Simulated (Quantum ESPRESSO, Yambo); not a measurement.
An input for Quantum ESPRESSO 7.5 (WS2 (Tungstenite)):

```
&control
  calculation = 'nscf'
  prefix = 'x'
  outdir = 'o'
  pseudo_dir = 'pseudo'
/
&system
  ibrav = 0
  nat = 3
  ntyp = 2
  ecutwfc = 62.0
  nbnd = 206
  force_symmorphic = .true.
  noncolin = .true.
  lspinorb = .true.
/
&electrons
  conv_thr = 1e-9
  electron_maxstep = 80
  diago_full_acc = .true.
  diago_thr_init = 5e-6
/
ATOMIC_SPECIES
  W 183.84 W.upf
  S 32.06 S.upf
CELL_PARAMETERS angstrom
  1.5790000000 0.9116360751 6.1633333333
  -1.5790000000 0.9116360751 6.1633333333
  0.0000000000 -1.8232721501 6.1633333333
ATOMIC_POSITIONS crystal
  W 0.0000000000 0.0000000000 0.0000000000
  S 0.2497000000 0.2497000000 0.2497000000
  S 0.4190000000 0.4190000000 0.4190000000
K_POINTS automatic
  4 4 4 0 0 0
```

```sh
OMP_NUM_THREADS=1 mpirun -n 4 pw.x -nk 4 -in pw.in > pw.out
```

**Question.** Estimate wall time and host memory on 4 MPI ranks of Arm Neoverse V2, shared host.

It took 1.9 min; on shared hardware allow 58 s to 3.9 min. Peak host memory was 0.76 GiB.

[Paths, hosts, dates, memory and timing lines, banners, echoed tables and standing remarks are left out of the program output.]

[Logs are printed without paths, hosts, clocks, repeated set-up lines and the standing remarks that a program may print on its own settings, such as how far it seeks lower states.]

[Runs of the session that timed out or met a known fault of the program may be left out.]

[Hosts, paths, dates, database ids (printed as entryN), source tags and the programs' standing remarks are cut or masked in the printed files.]
